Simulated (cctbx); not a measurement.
**Occupancies in RbSnBi**

Cell a = 5.7940 Å, b = 5.7940 Å, c = 8.7050 Å, α = 90.00°, β = 90.00°, γ = 120.00°; space group P6_3/mmc (no. 194); nominal formula RbSnBi.

Simulated single-crystal data (cctbx): synchrotron X-rays, λ = 0.6889 Å, to d = 0.6 Å, 50 % of the full sphere, strongest reflection 5000 counts, noise from counting, a 2 % proportional error and a noise floor of 15 counts (s.d.); no absorption.

With every site full:

```text
Rint 0.062, 269 unique reflections to 0.60 A
cycle     R1     wR2    GooF  max shift (A)
   1  0.2015  0.3733  12.486   0.00000
   2  0.0278  0.0416   1.393   0.00000
final R1 0.0278 wR2 0.0416 GooF 1.393  parameters 6  data/parameter 44.8
atom        x        y        z      Ueq    occ   su(xyz)  su(Uiso or U11)
Bi1    0.00000  0.00000  0.00000   0.0053  1.000  0.00000  0.0001
Sn2    0.33333  0.66667  0.25000   0.0052  1.000  0.00000  0.0005
Rb1    0.33333  0.66667  0.75000   0.0069  1.000  0.00000  0.0008
difference map: max 6.50 min -4.19 rms 0.92
Q1    0.3333  0.6667  0.7500    2    6.64  0.00 A from Rb1
Q2    0.3333  0.6667  0.2500    2    6.61  0.00 A from Sn2
Q3    0.0507  0.5254  0.2500    6    4.60  1.42 A from Sn2
Q4    0.3333  0.6667  0.5914    4    3.59  1.38 A from Rb1
Q5    0.2500  0.5000  0.1432   12    3.32  1.25 A from Sn2
Q6    0.1723  0.5861  0.1558   12    3.30  1.15 A from Sn2
```

With the occupancies of the suspect sites free, each still typed as its main element:

```text
Rint 0.062, 269 unique reflections to 0.60 A
cycle     R1     wR2    GooF  max shift (A)
   1  0.1017  0.1862   6.251   0.00000
   4  0.0184  0.0275   0.925   0.00000
final R1 0.0184 wR2 0.0275 GooF 0.924  parameters 8  data/parameter 33.6
atom        x        y        z      Ueq    occ   su(xyz)  su(Uiso or U11)
Bi1    0.00000  0.00000  0.00000   0.0044  0.940  0.00000  0.0001
Sn2    0.33333  0.66667  0.25000   0.0079  1.051  0.00000  0.0004
Rb1    0.33333  0.66667  0.75000   0.0080  1.000  0.00000  0.0006
su of occupancy Bi1: 0.010
su of occupancy Sn2: 0.016
difference map: max 5.62 min -3.82 rms 0.80
Q1    0.3333  0.6667  0.7500    2    6.05  0.00 A from Rb1
Q2    0.0506  0.5253  0.2500    6    5.05  1.42 A from Sn2
Q3    0.3333  0.6667  0.5875    4    4.28  1.41 A from Rb1
Q4    0.1791  0.3581  0.2500    6    3.39  1.55 A from Sn2
Q5    0.3333  0.6667  0.0879    4    3.38  1.41 A from Sn2
Q6    0.2468  0.4937  0.1401   12    3.09  1.29 A from Sn2
```

**Question.** What is the disorder?

X-rays count electrons. Bi1 refines to 0.940(0.010), or 78.0 electrons; the site truly holds 0.9 Bi and 0.1 Sn, 79.7 electrons, which is 0.960 of Bi; Sn2 refines to 1.051(0.016), or 52.5 electrons; the site truly holds 0.9 Sn and 0.1 Bi, 53.3 electrons, which is 1.066 of Sn. A value under 1 can't tell vacancies from a lighter guest, and one over 1 needs a heavier guest; chemistry or a second radiation must settle which. Occupancy correlates with U and the scale, and the two elements' form factors differ in shape, so the match is approximate.

Freeing them takes R1 from 0.0278 to 0.0184 and GooF from 1.39 to 0.92.

The model was made for the exercise: a known structure type with other elements put in, its volume estimated, not relaxed; displacement parameters are assumed.

[Middle refinement cycles are left out of these outputs.]

[Logs are printed without paths, hosts, clocks, repeated set-up lines and the standing remarks that a program may print on its own settings, such as how far it seeks lower states.]
